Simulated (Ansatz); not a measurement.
# Optical response of BN (Qingsongite)

Aim: the dielectric function of BN (Qingsongite), and the optical constants that follow from it.

Method: DFT, PBE, plane-wave PAW, default files, scalar-relativistic, independent-particle optical response without local fields, in Ansatz 0.2.0.

**1. The starting structure**

Symmetry: F-43m, No. 216, cubic system. The conventional cell has a = 3.615 Å, b = 3.615 Å, c = 3.615 Å, α = 90.00°, β = 90.00°, γ = 90.00°. Nearest to N lie 4 B at 1.57 Å. Nearest to B lie 4 N at 1.57 Å. Farther neighbours, and contacts between anions beyond the nearest, are not listed.

**2. Ground state and bands**

First the ground state: is it a metal or has it a gap?

This step: DFT, PBE, plane-wave PAW, default files, scalar-relativistic, ground state (Ansatz 0.2.0).

input.yaml reads:

```yaml
crystal:
  lattice:
    - [0.0, 1.8075, 1.8075]
    - [1.8075, 0.0, 1.8075]
    - [1.8075, 1.8075, 0.0]
  atoms:
    - { symbol: "N", position: [0.75, 0.75, 0.75] }
    - { symbol: B, position: [0.0, 0.0, 0.0] }
kpoints:
  mp_grid: { grid: [11, 11, 11] }
  band_path:
    path:
      - [[0.0, 0.0, 0.0], [0.5, 0.0, 0.5], [0.5, 0.25, 0.75], [0.375, 0.375, 0.75], [0.0, 0.0, 0.0], [0.5, 0.5, 0.5], [0.625, 0.25, 0.625], [0.5, 0.25, 0.75], [0.5, 0.5, 0.5], [0.375, 0.375, 0.75]]
      - [[0.625, 0.25, 0.625], [0.5, 0.0, 0.5]]
    npoints: 6
scf:
  occupations: { method: fermi_dirac, width: 0.05 }
  n_extra_bands: 6
hamiltonian:
  xc: pbe
  pseudopotentials: { kind: paw }
output:
  forces: true
  stress: true
  populations: true
  write_bands: true
  write_density: true
  write_potential: true
  elf: true
  volumetric_format: npy
```

Started as:

```
> ansatz run input.yaml --threads 4 --pin off --max-ram 8192MiB --backend cpu --events-out ev --progress --plain --runs-dir out
```

The program printed:

```text
scf.n_extra_bands = 6 over 4 filled bands (N_el = 8.0): the run solves 10 bands
Engine: ansatz 0.2.0, x86_64-unknown-linux-gnu
Pseudopotentials: kind: paw
Pseudopotential: N, paw, valence charge 5, recommended cutoff 420 eV (normal), N.paw.azcp
Pseudopotential: B, paw, valence charge 3, recommended cutoff 420 eV (normal), B.paw.azcp
Functional definition: PBE
  parameter kappa = 0.804
  parameter beta = 0.066725
  exchange = pbe_x(kappa = kappa, mu = beta*pi^2/3)
  correlation = pbe_c(beta = beta)
Crystal: 2 atoms, lattice volume = 11.810 Å³
Basis set: ecut = 420 eV, 259 PW (Γ), exchange–correlation on 36×36×36 points (8 copies of the dense FFT grid, shifted against one another)
Bands: 10, of which v1, the nominal top of the filled ones, is band 4 counted from 1 (3 counted from 0)
Symmetry: 24 space group operations
Space group: F-43m (ITA 216), of the structure as read, at distance tolerance 2.3e-5 Å
k-points: 56 of 1331 (time reversal used)
Non-local potential: N, projectors of the file, l = 0: 2, l = 1: 2, l = 2: 1
Non-local potential: B, projectors of the file, l = 0: 2, l = 1: 2, l = 2: 1
PAW form: soft (Blöchl's): semilocal exchange-correlation on the pseudo side does not see the compensation charge
PAW one-centre angular grid: N, 110 points (default); XC on 64 Gauss nodes
PAW one-centre angular grid: B, 110 points (default); XC on 64 Gauss nodes
Initial density: superposition of atomic densities (neutral atoms: chi_scale 0, normalization atom), corrected by the library's trained network
Initial wavefunctions: pseudopotential atomic-orbital guess
Functional: x = pbe(κ = 0.804, μ = 0.219515), c = pbe(β = 0.066725)
SCF iter   1: F=—  HF=-542.274743 eV  |F-HF|=—  |Δ(HF+E_count)|=         —  Δρ=1.55e-3  dr2=1.42e-4  ethr=1.77e-3  ⟨swp⟩=4.4  Hψ=3183  notcnv=0  defer=11
preconditioner: auto → none  [insulator: Δε(μ)=4.578 eV  Ē_g=23.574 eV  σ=0.050 eV  W_gap=1.00  n_scr=0 (ndim 8)  ℏωp=30.6 eV  f_vac=0.000  D(μ)=0.00/eV (n_scr^D=0)  ε∞_Penn≈2.7]
SCF iter   2: F=—  HF=-542.274853 eV  |F-HF|=—  |Δ(HF+E_count)|=   1.09e-4  Δρ=8.21e-4  dr2=2.23e-5  ethr=1.77e-6  ⟨swp⟩=2.1  Hψ=1231  notcnv=0  defer=35
SCF iter   3: F=—  HF=-542.274900 eV  |F-HF|=—  |Δ(HF+E_count)|=   4.75e-5  Δρ=3.57e-4  dr2=5.45e-6  ethr=2.79e-7  ⟨swp⟩=2.0  Hψ=675  notcnv=0  defer=35
iter 4 did not close the SCF: its close was put off for the readings that it lacked (scf_convergence_deferred on its scf_iter line)
SCF iter   4: F=-542.274914 eV  HF=-542.274914 eV  |F-HF|=1.69e-8  |Δ(HF+E_count)|=   1.41e-5  Δρ=2.38e-5  dr2=1.99e-8  ethr=6.82e-8  ⟨swp⟩=2.3  Hψ=683  notcnv=0  defer=35
iter 5 did not close the SCF: its close was put off for the readings that it lacked (scf_convergence_deferred on its scf_iter line)
SCF iter   5: F=-542.274914 eV  HF=-542.274914 eV  |F-HF|=4.85e-9  |Δ(HF+E_count)|=   1.74e-8  Δρ=9.08e-6  dr2=2.47e-9  ethr=2.48e-10  ⟨swp⟩=1.7  Hψ=539  notcnv=0  defer=35
SCF iter   6: F=-542.274914 eV  HF=-542.274914 eV  |F-HF|=7.96e-12  |Δ(HF+E_count)|=   5.43e-9  Δρ=8.61e-7  dr2=2.98e-11  ethr=3.09e-11  ⟨swp⟩=7.5  Hψ=2914  notcnv=0
SCF 1 converged in 6 iterations: F = -542.274914 eV  dr2 = 2.98e-11
  greatest PAW one-centre occupation: 0.787 electrons in one spin orbital (limit 2), on the N atom at site 0 (counted from 0), in its partial waves of l = 0
NSCF: frozen V_eff on 62 k-points
SCF converged after 6 iterations
Free energy (F): -542.274914 eV
Harris-Foulkes:  -542.274914 eV  (|F-HF|=7.96e-12)
Internal energy: -542.274914 eV  (E = F + TS)
E sigma→0 (E₀):  -542.274914 eV
Fermi energy:    13.452978 eV
--- Per-component energies (eV) ---
  E_band       = 26.442958
  E_kinetic    = 185.618469
  E_local      = -175.300732  (includes V_loc(G=0)·N_el)
  E_nonlocal   = 56.583203
  E_hartree    = 49.108443
  E_xc         = -93.447722
  E_vxc        = -116.231851  (∫ρ·V_xc dr)
  E_paw        = -206.452029  (= ΣΔE_a)
  E_vpaw       = -22.443113  (= ΣTr[D̂ρ^β])
  E_aug_tail   = 0.000103  (compensation charges beyond the density's cutoff)
  E_ewald      = -358.384650
  E_smearing   = -0.000000  (= −TS)
  E_closure    = 0.000000  (closes the sum)
  Σ components = -542.274914   (vs F -542.274914, Δ=0.00e0)
--- Forces (eV/Å), atoms counted from 1 ---
  atom   1  N      0.00000000     0.00000000     0.00000000
  atom   2  B     -0.00000000     0.00000000    -0.00000000
  max |Σ_I F_I| component: 6.11e-16 eV/Å
--- Stress (GPa, compression-positive) ---
        3.028443      -0.000000      -0.000000
       -0.000000       3.028443       0.000000
       -0.000000       0.000000       3.028443
  P = ⅓ Tr σ = 3.0284 GPa (30.284 kbar)
--- Band table (eV; the first three rows and the last of 56) ---
  k-point 0: bands = ["-9.0521", "11.1795", "11.1795", "11.1795", "20.0104", "20.0104", "20.0104", "21.5014", "35.8698", "38.9268"]
  k-point 1: bands = ["-8.8509", "10.1119", "10.9675", "10.9675", "20.2434", "20.3323", "20.3323", "22.1711", "35.6346", "36.5338"]
  k-point 2: bands = ["-8.2566", "7.7317", "10.4679", "10.4679", "20.5785", "21.0441", "21.0441", "23.6643", "35.0024", "35.0024"]
  k-point 55: bands = ["-3.2403", "3.4188", "3.8752", "5.4531", "20.4733", "24.2635", "25.6571", "26.5756", "30.1904", "36.7997"]
--- Löwdin populations: 2 sites ---
  site symbol       q [e]
     0      N      5.2814
     1      B      2.6903
  spilling = 0.003537 (of n_electrons = 8.000000)
```

Elapsed: 6.5 s, on 4 threads of AMD EPYC 9R14 (Zen 4), shared host; peak memory 0.4 GiB; 2.6 s of CPU time.

Read from the output:

```
free energy                  : -542.2749 eV
Fermi energy                 : 13.45 eV
gap by band count            : 4.575 eV
electrons                    : 8
symmetry operations          : 24
pressure                     : 3.028 GPa
gap on the k-mesh            : 4.575 eV
volume                       : 11.81 Å³
gap on the path              : 4.472 eV
least direct gap on the path : 8.831 eV
```

There is a gap, 4.47 eV on the path, so no carriers' term is needed. The cell is left with a pressure of 3.0 GPa, as it stands unrelaxed at this level.

The electronic bands at the labelled points (eV, zero at the Fermi level; v1 is the highest filled band, c1 the lowest empty one):

| point | v3 | v2 | v1 | c1 | c2 | c3 | c4 |
| --- | --- | --- | --- | --- | --- | --- | --- |
| Γ | -2.27 | -2.27 | -2.27 | 6.56 | 6.56 | 6.56 | 8.05 |
| halfway | -6.25 | -5.28 | -5.28 | 4.53 | 9.27 | 11.17 | 11.17 |
| X | -11.19 | -7.18 | -7.18 | 2.20 | 6.97 | 15.64 | 15.64 |
| halfway | -10.77 | -8.04 | -7.98 | 4.25 | 8.63 | 13.96 | 15.15 |
| W | -9.86 | -9.24 | -8.78 | 7.33 | 11.02 | 12.24 | 12.38 |
| halfway | -10.22 | -9.70 | -7.36 | 5.92 | 10.82 | 12.31 | 14.13 |
| K | -10.40 | -9.93 | -6.35 | 4.65 | 10.61 | 13.55 | 14.39 |
| halfway | -8.02 | -6.19 | -3.39 | 8.38 | 8.44 | 8.92 | 11.28 |
| Γ | -2.27 | -2.27 | -2.27 | 6.56 | 6.56 | 6.56 | 8.05 |
| halfway | -7.75 | -3.40 | -3.40 | 7.37 | 8.07 | 8.07 | 11.29 |
| L | -12.96 | -4.21 | -4.21 | 7.86 | 8.45 | 8.45 | 12.98 |
| halfway | -12.21 | -6.72 | -5.13 | 6.62 | 10.41 | 10.50 | 13.32 |
| U | -10.40 | -9.93 | -6.35 | 4.65 | 10.61 | 13.55 | 14.39 |
| halfway | -10.22 | -9.70 | -7.36 | 5.92 | 10.82 | 12.31 | 14.13 |
| W | -9.86 | -9.24 | -8.78 | 7.33 | 11.02 | 12.24 | 12.38 |
| halfway | -11.97 | -7.10 | -5.72 | 7.33 | 8.90 | 12.10 | 13.50 |
| L | -12.96 | -4.21 | -4.21 | 7.86 | 8.45 | 8.45 | 12.98 |
| halfway | -12.21 | -6.72 | -5.13 | 6.62 | 10.41 | 10.50 | 13.32 |
| K | -10.40 | -9.93 | -6.35 | 4.65 | 10.61 | 13.55 | 14.39 |
| jump to U | -10.40 | -9.93 | -6.35 | 4.65 | 10.61 | 13.55 | 14.39 |
| halfway | -10.98 | -8.24 | -6.96 | 3.15 | 7.92 | 15.05 | 15.27 |
| X | -11.19 | -7.18 | -7.18 | 2.20 | 6.97 | 15.64 | 15.64 |

The electronic bands as a text plot (rows in eV, shown from -10.3 to 8.0 only):

```
    7.7 |++   ++   +       ++  +  + ++++++++      +  ++ +++    +
    6.9 |+      +++  ++         ++++++      +    + ++      +    +
    6.1 | +            +  +                  +              +
    5.4 |  ++       +                         + +
    4.6 |    +          ++                     +             +
    3.8 |                                                     +
    3.1 |     ++   +                                           +
    2.3 |       +++                                             +
    1.6 |
    0.8 |
    0.0 |
   -0.7 |
   -1.5 |
   -2.3 |*                      ****
   -3.0 | *                  ***** ****
   -3.8 |  **                          **
   -4.5 |  **              **  *         ***          *****
   -5.3 |    *            *         **     ***            ***
   -6.1 |    ***         *   ***              **     **      *
   -6.8 |       **      *                   *   *   **     *  ***
   -7.6 |         **   *   **         *          * *            *
   -8.4 |     **    ***      **              *      *       *  *
   -9.1 |            **   *                   *   **          *
   -9.9 |       *    ***** **          *       ****          *
         Γ       X    W  K        Γ      L     U  W     L   K|U X
```

Electrostatic potential energy in the ac plane of a cell with a along [110], b along [-110] and c along [001] of the cube at fractional y = 0.000, with atoms of N and B within 0.2 Å of it. With pseudopotentials it is smooth inside the atoms' cores, unlike the true potential.

Ten even steps from '_' (-53 eV) to '@' (14 eV), each cell a mean:
```
..++%%@@@@##::..++%%@@@@##::
##%%@@@@@@@@####%%@@@@@@@@##
@@@@@@@@@@@@@@@@@@@@@@@@@@@@
@@@@@@@@@@@@@@@@@@@@@@@@@@@@
@@@@@@%%@@@@@@@@@@@@%%@@@@@@
@@@@**--==%%@@@@@@**--==%%@@
@@%%--__..**@@@@%%--__..**@@
==##++::==##++==##++::==##++
__==%%%%%%**..__==%%%%%%**..
```

Valence density in the ac plane of a cell with a along [110], b along [-110] and c along [001] of the cube at fractional y = 0.000, with atoms of N and B within 0.2 Å of it. It is the smooth field of the valence electrons, not physical close to the nuclei.

Ten even steps from '_' (0.1 e/Å³) to '@' (3.6 e/Å³), each cell a mean:
```
....______........______....
..__________....__________..
____________________________
____________________________
____..::..________..::..____
__..--##++::____..--##++::__
__::##@@@@==..__::##@@@@==..
..::++####--::..::++####--::
__::::::::::..__::::::::::..
```

**3. Spectrum**

With the density converged, the vertical transitions are summed over the zone.

This step: DFT, PBE, plane-wave PAW, default files, scalar-relativistic, independent-particle optical response without local fields (Ansatz 0.2.0).

input.yaml, the sections that differ from step 2:

```yaml
kpoints:
  mp_grid: { grid: [11, 11, 11] }
scf:
  occupations: { method: fixed }
output:
  optics:
    e_range: [0, 20]
    de: 0.05
    sigma: 0.1
    nscf_kmesh: { grid: [12, 12, 12] }
    bands: { spectra_wanted_up_to: 20 }
# crystal, hamiltonian: as in step 2
```

The program printed:

```text
[...]
Crystal: 2 atoms, lattice volume = 11.810 Å³
Basis set: ecut = 420 eV, 259 PW (Γ)
Bands: 8, of which v1, the nominal top of the filled ones, is band 4 counted from 1 (3 counted from 0)
Symmetry: 24 space group operations
[...]
k-points: 56 of 1331 (time reversal used)
[...]
SCF iter   1: F=—  HF=-542.274718 eV  |F-HF|=—  |Δ(HF+E_count)|=         —  Δρ=1.55e-3  dr2=1.42e-4  ethr=1.77e-3  ⟨swp⟩=3.8  Hψ=2553  notcnv=0  defer=89
[...]
SCF iter   7: F=-542.274911 eV  HF=-542.274911 eV  |F-HF|=4.55e-13  |Δ(HF+E_count)|=  9.09e-13  Δρ=2.17e-7  dr2=1.98e-12  ethr=1.00e-12  ⟨swp⟩=2.9  Hψ=1493  notcnv=0
SCF 1 converged in 7 iterations: F = -542.274911 eV  dr2 = 1.98e-12
[...]
NSCF: frozen V_eff on 72 k-points
[...]
output.optics: what the bands over the 13 summed would add to eps1, eps2 and the energy-loss function is held between a lower and an upper bound (5 Lanczos steps). eps1, eps2 and their loss function (loss_summed_bands) are given on every row as the summed bands alone make them. Along an axis, on a row where the two bounds hold the loss function to about 1 % of the greater of itself and 0.5 % of |1/eps|, its cell (loss_completed) is given, with the completed eps1 and eps2 that it is formed of (a cell that is left empty reads nan in the table and null in the record). The two bounds hold it so along every axis on all 401 rows up to 20.000 eV. [rest of the remark cut]
SCF converged after 7 iterations
Free energy (F): -542.274911 eV
[...]
Internal energy: -542.274911 eV  (E = F + TS)
E sigma→0 (E₀):  -542.274911 eV
Fermi energy:    11.179540 eV
[...]
--- Band table (eV; the first three rows and the last of 56) ---
[...]
```

It took 1.9 s on 4 threads; peak memory 0.61 GiB; 6.2 s of CPU time.

This step gave:

| Property | Result |
| --- | --- |
| electronic dielectric constant ε∞, mean of the axes | 4.707 |
| absorption onset, first axis (α over 10⁴ cm⁻¹, or the direct gap if that lies higher) | 8.831 eV |
| main peak of Im epsilon, first axis | 12.01 eV |
| least direct gap on the mesh | 8.831 eV |
| bands summed | 13 |
| spectra valid up to | 28.02 eV |
| program's estimate of the k-sum error in Im epsilon | 0.11 % |
| electrons in the f-sum | 6.583 |

Im ε, any direction against photon energy; read off at these points:

| photon energy (eV) | Im ε, any direction |
| --- | --- |
| 8.5 | 0 |
| 9.0 | 1.78 |
| 9.5 | 4.49 |
| 10.0 | 8.06 |
| 10.5 | 8.53 |
| 11.0 | 10.1 |
| 11.5 | 13.2 |
| 12.0 | 18.2 |
| 12.5 | 12.2 |
| 13.0 | 8.55 |
| 13.5 | 6.67 |
| 14.0 | 5.47 |
| 14.5 | 7.14 |
| 15.0 | 5.74 |
| 15.5 | 4.70 |
| 16.0 | 3.86 |
| 16.5 | 3.24 |
| 17.0 | 2.70 |
| 17.5 | 2.39 |
| 18.0 | 1.93 |
| 18.5 | 1.63 |
| 19.0 | 1.39 |
| 19.5 | 1.19 |
| 20.0 | 1.03 |

Table of Re ε, any direction by photon energy:

| photon energy (eV) | Re ε, any direction |
| --- | --- |
| 0.0 | 4.71 |
| 0.5 | 4.71 |
| 1.0 | 4.73 |
| 1.5 | 4.76 |
| 2.0 | 4.81 |
| 2.5 | 4.86 |
| 3.0 | 4.94 |
| 3.5 | 5.03 |
| 4.0 | 5.14 |
| 4.5 | 5.28 |
| 5.0 | 5.44 |
| 5.5 | 5.65 |
| 6.0 | 5.90 |
| 6.5 | 6.21 |
| 7.0 | 6.61 |
| 7.5 | 7.15 |
| 8.0 | 7.91 |
| 8.5 | 9.20 |
| 9.0 | 11.5 |
| 9.5 | 13.0 |
| 10.0 | 10.5 |
| 10.5 | 9.67 |
| 11.0 | 9.41 |
| 11.5 | 8.46 |
| 12.0 | 3.05 |
| 12.5 | -3.95 |
| 13.0 | -3.66 |
| 13.5 | -2.91 |
| 14.0 | -1.79 |
| 14.5 | -1.62 |
| 15.0 | -2.95 |
| 15.5 | -3.12 |
| 16.0 | -2.97 |
| 16.5 | -2.77 |
| 17.0 | -2.49 |
| 17.5 | -2.30 |
| 18.0 | -2.16 |
| 18.5 | -1.86 |
| 19.0 | -1.61 |
| 19.5 | -1.36 |
| 20.0 | -1.09 |

The refractive index n and extinction k by photon energy:

| photon energy (eV) | n | k |
| --- | --- | --- |
| 0.0 | 2.17 | 0 |
| 0.5 | 2.17 | 0 |
| 1.0 | 2.18 | 0 |
| 1.5 | 2.18 | 0 |
| 2.0 | 2.19 | 0 |
| 2.5 | 2.21 | 0 |
| 3.0 | 2.22 | 0 |
| 3.5 | 2.24 | 0 |
| 4.0 | 2.27 | 0 |
| 4.5 | 2.30 | 0 |
| 5.0 | 2.33 | 0 |
| 5.5 | 2.38 | 0 |
| 6.0 | 2.43 | 0 |
| 6.5 | 2.49 | 0 |
| 7.0 | 2.57 | 0 |
| 7.5 | 2.67 | 0 |
| 8.0 | 2.81 | 0 |
| 8.5 | 3.03 | 0 |
| 9.0 | 3.41 | 0.261 |
| 9.5 | 3.65 | 0.615 |
| 10.0 | 3.45 | 1.17 |
| 10.5 | 3.36 | 1.27 |
| 11.0 | 3.41 | 1.48 |
| 11.5 | 3.47 | 1.90 |
| 12.0 | 3.28 | 2.78 |
| 12.5 | 2.11 | 2.90 |
| 13.0 | 1.68 | 2.55 |
| 13.5 | 1.48 | 2.26 |
| 14.0 | 1.41 | 1.94 |
| 14.5 | 1.69 | 2.11 |
| 15.0 | 1.32 | 2.17 |
| 15.5 | 1.12 | 2.09 |
| 16.0 | 0.975 | 1.98 |
| 16.5 | 0.864 | 1.88 |
| 17.0 | 0.769 | 1.75 |
| 17.5 | 0.712 | 1.68 |
| 18.0 | 0.606 | 1.59 |
| 18.5 | 0.553 | 1.47 |
| 19.0 | 0.507 | 1.37 |
| 19.5 | 0.473 | 1.26 |
| 20.0 | 0.453 | 1.14 |

Table of reflectivity at normal incidence, any direction by photon energy; read off at these points:

| photon energy (eV) | reflectivity at normal incidence, any direction (%) |
| --- | --- |
| 0.00 | 13.6 |
| 0.50 | 13.6 |
| 1.00 | 13.7 |
| 1.50 | 13.8 |
| 2.00 | 13.9 |
| 2.50 | 14.1 |
| 3.00 | 14.4 |
| 3.50 | 14.7 |
| 4.00 | 15.0 |
| 4.50 | 15.5 |
| 5.00 | 16.0 |
| 5.50 | 16.6 |
| 6.00 | 17.4 |
| 6.50 | 18.3 |
| 7.00 | 19.4 |
| 7.50 | 20.8 |
| 8.00 | 22.6 |
| 8.50 | 25.4 |
| 9.00 | 30.1 |
| 9.50 | 33.6 |
| 10.00 | 34.8 |
| 10.50 | 34.8 |
| 11.00 | 37.0 |
| 11.50 | 41.2 |
| 12.00 | 49.6 |
| 12.35 | 54.6 |
| 12.50 | 53.3 |
| 13.00 | 50.8 |
| 13.50 | 47.4 |
| 14.00 | 41.2 |
| 14.50 | 42.3 |
| 15.00 | 47.6 |
| 15.50 | 49.5 |
| 16.00 | 50.1 |
| 16.50 | 50.6 |
| 17.00 | 50.5 |
| 17.50 | 50.3 |
| 18.00 | 52.6 |
| 18.50 | 51.7 |
| 19.00 | 51.1 |
| 19.50 | 49.6 |
| 20.00 | 46.8 |

(Continued in part 2 of 2.)

[Long decimals in the printed logs are rounded to 6 places.]

[Logs are printed without paths, hosts, clocks, repeated set-up lines and the standing remarks that a program may print on its own settings, such as how far it seeks lower states.]

[Hosts, paths, dates, database ids (printed as entryN), source tags and the programs' standing remarks are cut or masked in the printed files.]

[Where the starting crystal was built by hand or by swapping elements, it need not be the compound's stable phase.]

[The count of steps not shown may lack steps that the program refused or didn't finish.]
